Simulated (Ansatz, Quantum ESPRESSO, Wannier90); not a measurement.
# straight Mo chain, spacing 2.43 Å: Wannier functions and conductance, part 3 of 6

Aim: a Wannier model and the conductance steps that follow from it, for this wire: straight Mo chain, spacing 2.43 Å.

Quantum ESPRESSO 7.5 and Wannier90 3.1.0; plane-wave DFT, LDA, GBRV ultrasoft pseudopotentials; cross-check by Ansatz 0.2.0 with PAW datasets.

So far. Step 2 (SCF with pw.x): The run needed 10 iterations to bring the estimated error under 1e-07 Ry. Step 6 (Wannier functions and transport, with dis_win_max − E_F …): The outer window must hold at least num_wann states at every k: widen it, with enough bands computed to fill it.

### Step 7. Neighbour list from wannier90 -pp

Level of this step: maximally localised Wannier functions and ballistic conductance; plane-wave DFT, LDA, GBRV ultrasoft pseudopotentials (Wannier90).

The cure tried: a wider outer window, at both ends where needed.

The .win file sets projections and windows: states in the frozen window are kept exactly, the outer window gives room to disentangle.

The input, wan.win:

```
num_wann = 9
num_bands = 36
num_iter = 200
num_print_cycles = 20
conv_tol = 1e-8
conv_window = 5
guiding_centres = true
dis_num_iter = 1500
dis_conv_tol = 1e-8
dis_win_min = -13.1864
dis_win_max = 17.8136
dis_froz_max = -0.6864
search_shells = 120
fermi_energy = -2.1864

transport = true
transport_mode = bulk
one_dim_axis = z
dist_cutoff = 16.91
dist_cutoff_mode = one_dim
tran_win_min = -4.0
tran_win_max = 2.0
tran_energy_step = 0.02

bands_plot = true
bands_num_points = 96
begin kpoint_path
G 0.0 0.0 0.0 Z 0.0 0.0 0.5
end kpoint_path

begin projections
Mo:s;p;d
end projections

begin unit_cell_cart
ang
  8.0000000000 0.0000000000 0.0000000000
  0.0000000000 8.0000000000 0.0000000000
  0.0000000000 0.0000000000 2.4300000000
end unit_cell_cart

begin atoms_frac
  Mo 0.0000000000 0.0000000000 0.0000000000
end atoms_frac

mp_grid = 1 1 14
begin kpoints
  0.0 0.0 0.0000000000
  0.0 0.0 0.0714285714
  0.0 0.0 0.1428571429
  0.0 0.0 0.2142857143
  0.0 0.0 0.2857142857
  0.0 0.0 0.3571428571
  0.0 0.0 0.4285714286
  0.0 0.0 0.5000000000
  0.0 0.0 0.5714285714
  0.0 0.0 0.6428571429
  0.0 0.0 0.7142857143
  0.0 0.0 0.7857142857
  0.0 0.0 0.8571428571
  0.0 0.0 0.9285714286
end kpoints
```

The run is started by

```bash
$ OMP_NUM_THREADS=1 wannier90.x -pp wan > wan.pp.log
```

The log of the run:

```text
[banner, memory and clock lines left out]
+---------------------------------------------------+
             |                                                   |
             |                   WANNIER90                       |
             |                                                   |
             +---------------------------------------------------+
             |                                                   |
             |        Welcome to the Maximally-Localized         |
             |        Generalized Wannier Functions code         |
             |                             |
             |                                                   |
             |                                                   |
             |  Wannier90 Developer Group:                       |
             |    Giovanni Pizzi    (EPFL)                       |
             |    Valerio Vitale    (Cambridge)                  |
             |    David Vanderbilt  (Rutgers University)         |
             |    Nicola Marzari    (EPFL)                       |
             |    Ivo Souza         (Universidad del Pais Vasco) |
             |    Arash A. Mostofi  (Imperial College London)    |
             |    Jonathan R. Yates (University of Oxford)       |
             |                                                   |
             |  For the full list of Wannier90 3.x authors,      |
             |  please check the code documentation and the      |
             |  README on the GitHub page of the code            |
             |                                                   |
             |                                                   |
             |                                                   |
             |  [ref] "Wannier90 as a community code:            |
             |        new features and applications",            |
             |        165902 (2020).                             |
             |            |
             |                                                   |
             |  in any publications arising from the use of      |
             |                                                   |
             |  [ref] "Maximally Localized Generalised Wannier   |
             |         Functions for Composite Energy Bands"     |
             |         N. Marzari and D. Vanderbilt              |
             |         Phys. Rev. B 56 12847 (1997)              |
             |                                                   |
             |  [ref] "Maximally Localized Wannier Functions     |
             |         for Entangled Energy Bands"               |
             |         I. Souza, N. Marzari and D. Vanderbilt    |
             |         Phys. Rev. B 65 035109 (2001)             |
             |                                                   |
             |                                                   |
             | Copyright (c) 1996-2020                           |
             |        The Wannier90 Developer Group and          |
             |        individual contributors                    |
             |                                                   |
             |      Release: 3.1.0        5th March    2020      |
             |                                                   |
             | This program is free software; you can            |
             | redistribute it and/or modify it under the terms  |
             | of the GNU General Public License as published by |
             | the Free Software Foundation; either version 2 of |
             | the License, or (at your option) any later version|
             |                                                   |
             | This program is distributed in the hope that it   |
             | will be useful, but WITHOUT ANY WARRANTY; without |
             | even the implied warranty of MERCHANTABILITY or   |
             | FITNESS FOR A PARTICULAR PURPOSE. See the GNU     |
             | General Public License for more details.          |
             |                                                   |
             | You should have received a copy of the GNU General|
             | Public License along with this program; if not,   |
             | write to the Free Software Foundation, Inc.,      |
             | 675 Mass Ave, Cambridge, MA 02139, USA.           |
             |                                                   |
             +---------------------------------------------------+
             +---------------------------------------------------+

 ******************************************************************************
 * -> Using CODATA 2006 constant values                                       *
 *    (                      *
 * -> Using Bohr value from CODATA                                            *
 ******************************************************************************

 Running in serial (with parallel executable)

                                    ------
                                    SYSTEM
                                    ------

                              Lattice Vectors (Ang)
                    a_1     8.000000   0.000000   0.000000
                    a_2     0.000000   8.000000   0.000000
                    a_3     0.000000   0.000000   2.430000

                   Unit Cell Volume:     155.52000  (Ang^3)

                        Reciprocal-Space Vectors (Ang^-1)
                    b_1     0.785398   0.000000   0.000000
                    b_2     0.000000   0.785398   0.000000
                    b_3     0.000000   0.000000   2.585673

 *----------------------------------------------------------------------------*
 |   Site       Fractional Coordinate          Cartesian Coordinate (Ang)     |
 +----------------------------------------------------------------------------+
 | Mo   1   0.00000   0.00000   0.00000   |    0.00000   0.00000   0.00000    |
 *----------------------------------------------------------------------------*
                                ------------
                                K-POINT GRID
                                ------------

             Grid size =  1 x  1 x 14      Total points =   14

 *---------------------------------- MAIN ------------------------------------*
 |  Number of Wannier Functions               :                 9             |
 |  Number of Objective Wannier Functions     :                 9             |
 |  Number of input Bloch states              :                36             |
 |  Output verbosity (1=low, 5=high)          :                 1             |
[...]
|  Write on-site energies <0n|H|0n> to file  :                 F             |
 |  Use guiding centre to control phases      :                 T             |
 |  Use phases for initial projections        :                 F             |
 |  Iterations before starting guiding centres:                 0             |
 |  Iterations between using guiding centres  :                 1             |
 *----------------------------------------------------------------------------*
 *------------------------------- DISENTANGLE --------------------------------*
 |  Using band disentanglement                :                 T             |
 |  Total number of iterations                :              1500             |
 |  Mixing ratio                              :             0.500             |
 |  Convergence tolerence                     :         1.000E-08             |
 |  Convergence window                        :                 3             |
 *----------------------------------------------------------------------------*
 *-------------------------------- PLOTTING ----------------------------------*
 |  Plotting interpolated bandstructure       :                 T             |
 |   Number of K-path sections                :                 1             |
 |   Divisions along first K-path section     :                96             |
 |   Output format                            :           gnuplot             |
 |   Output mode                              :               s-k             |
 *----------------------------------------------------------------------------*
 |   K-space path sections:                                                   |
 |    From: G       0.000  0.000  0.000     To: Z       0.000  0.000  0.500   |
 *----------------------------------------------------------------------------*
 *------------------------------- TRANSPORT ----------------------------------*
 |  Transport mode                            :              bulk             |
 |   Hamiltonian from external files          :                 F             |
 |   System extended in                       :                 z             |
 |   Centre of the unit cell to which WF are translated (fract. coords):      |
 |                                       0.000000,    0.000000,    0.000000   |
 |  Fermi energy (eV)                         :            -2.186             |
 *----------------------------------------------------------------------------*
 Time to read parameters        0.003 (sec)

 *---------------------------------- K-MESH ----------------------------------*
 +----------------------------------------------------------------------------+
 |                    Distance to Nearest-Neighbour Shells                    |
 |                    ------------------------------------                    |
 |          Shell             Distance (Ang^-1)          Multiplicity         |
 |          -----             -----------------          ------------         |
 |             1                   0.184691                      2            |
 |             2                   0.369382                      2            |
 |             3                   0.554073                      2            |
 |             4                   0.738764                      2            |
 |             5                   0.785398                      4            |
 |             6                   0.806822                      8            |
 |             7                   0.867925                      8            |
 |             8                   0.923455                      2            |
 |             9                   0.961170                      8            |
 |            10                   1.078250                      8            |
 |            11                   1.108146                      2            |
 |            12                   1.110721                      4            |
 |            13                   1.125971                      8            |
 |            14                   1.170531                      8            |
 |            15                   1.212278                      8            |
 |            16                   1.241248                      8            |
[...]
|           113                   2.988557                     16            |
 |           114                   2.993781                      8            |
 |           115                   3.010349                      8            |
 |           116                   3.025410                      8            |
 |           117                   3.040895                     16            |
 |           118                   3.057646                      8            |
 |           119                   3.095089                     16            |
 |           120                   3.111117                      8            |
 +----------------------------------------------------------------------------+
 | The b-vectors are chosen automatically                                     |
 | The following shells are used:   1,  5                                     |
 +----------------------------------------------------------------------------+
 |                        Shell   # Nearest-Neighbours                        |
 |                        -----   --------------------                        |
 |                          1               2                                 |
 |                          5               4                                 |
 +----------------------------------------------------------------------------+
 | Completeness relation is fully satisfied [Eq. (B1), PRB 56, 12847 (1997)]  |
 +----------------------------------------------------------------------------+
 |                  b_k Vectors (Ang^-1) and Weights (Ang^2)                  |
 |                  ----------------------------------------                  |
 |            No.         b_k(x)      b_k(y)      b_k(z)        w_b           |
 |            ---        --------------------------------     --------        |
 |             1         0.000000    0.000000    0.184691    14.658141        |
 |             2         0.000000    0.000000   -0.184691    14.658141        |
 |             3         0.785398    0.000000    0.000000     0.810569        |
 |             4         0.000000    0.785398    0.000000     0.810569        |
 |             5         0.000000   -0.785398    0.000000     0.810569        |
 |             6        -0.785398    0.000000    0.000000     0.810569        |
 +----------------------------------------------------------------------------+
 |                           b_k Directions (Ang^-1)                          |
 |                           -----------------------                          |
 |            No.           x           y           z                         |
 |            ---        --------------------------------                     |
 |             1         0.000000    0.000000    0.184691                     |
 |             2         0.785398    0.000000    0.000000                     |
 |             3         0.000000    0.785398    0.000000                     |
 +----------------------------------------------------------------------------+

 Time to get kmesh              0.016 (sec)
 *============================================================================*
 |                              MEMORY ESTIMATE                               |
 |         Maximum RAM allocated during each phase of the calculation         |
 *============================================================================*
 |                        Disentanglement            2.43 Mb                  |
 |                            Wannierise:            0.39 Mb                  |
 |                          plot_wannier:            0.39 Mb                  |
 *----------------------------------------------------------------------------*

 Starting a new Wannier90 calculation ...

 Time to write kmesh            0.020 (sec)

 Exiting... wan.nnkp written.
```

Wall time 0.75 s (1 MPI rank of Intel Xeon 6975P-C (Granite Rapids), shared host); peak memory 0.08 GiB.

### Step 8. Overlaps and projections

pw2wannier90.x computes the overlaps between neighbouring k-points and the projections.

The input, wan.p2w.in:

```
&inputpp
  prefix = 'nscf'
  outdir = './out'
  seedname = 'wan'
  write_mmn = .true.
  write_amn = .true.
  write_unk = .false.
/
```

The run is started by

```bash
$ OMP_NUM_THREADS=1 mpirun -n 4 pw2wannier90.x -in wan.p2w.in > wan.p2w.out
```

The log of the run:

```text
[banner, memory and clock lines left out]
Program PW2WANNIER v.7.5 starts
[citation notice left out]

[...]
Reading nscf_save data

     ./out/nscf.save/

[...]
negative rho (up, down):  1.455E-03 0.000E+00
     Reading collected, re-writing distributed wavefunctions

      Spin CASE ( default = unpolarized )

  Wannier mode is: standalone

  -----------------
  *** Reading nnkp
  -----------------

  Checking info from wannier.nnkp file

  - Real lattice is ok
  - Reciprocal lattice is ok
  - K-points are ok
  - Number of wannier functions is ok (  9)
  - All guiding functions are given

  Projections:
    0.000000    0.000000    0.000000  0  1  1    1.000000
    0.000000    0.000000    0.000000  1  1  1    1.000000
    0.000000    0.000000    0.000000  1  2  1    1.000000
    0.000000    0.000000    0.000000  1  3  1    1.000000
    0.000000    0.000000    0.000000  2  1  1    1.000000
    0.000000    0.000000    0.000000  2  2  1    1.000000
    0.000000    0.000000    0.000000  2  3  1    1.000000
    0.000000    0.000000    0.000000  2  4  1    1.000000
    0.000000    0.000000    0.000000  2  5  1    1.000000

  Reading data about k-point neighbours

  All neighbours are found

  Opening pp-files

  *** Compute  A projections

  Number of local k points =       14
       1       2       3       4       5       6       7       8       9      10
      11      12      13      14
  AMN calculated

  ---------------
  *** Compute  M
  ---------------

  Number of local k points =       14
       1       2       3       4       5       6       7       8       9      10
      11      12      13      14
  MMN calculated

  *** Orbital terms are not computed

  *** SHC terms are not computed

  ----------------
  *** Write bands
  ----------------

  *** Plot info is not printed

  *** Parity info is not printed

  ------------
  *** Stop pp
  ------------

     Internal routines:
```

Elapsed: 3.6 s, on 4 MPI ranks; peak memory 0.2 GiB; 13 s of CPU time.

(Continued in part 4 of 6.)

[Logs are printed without paths, hosts, clocks, repeated set-up lines and the standing remarks that a program may print on its own settings, such as how far it seeks lower states.]

[Hosts, paths, dates, database ids (printed as entryN), source tags and the programs' standing remarks are cut or masked in the printed files.]

[Maps of the electrostatic potential energy from Ansatz leave out the sawtooth potential of an applied field or a dipole correction, so their vacuum need not be flat; planar profiles and work functions include it.]
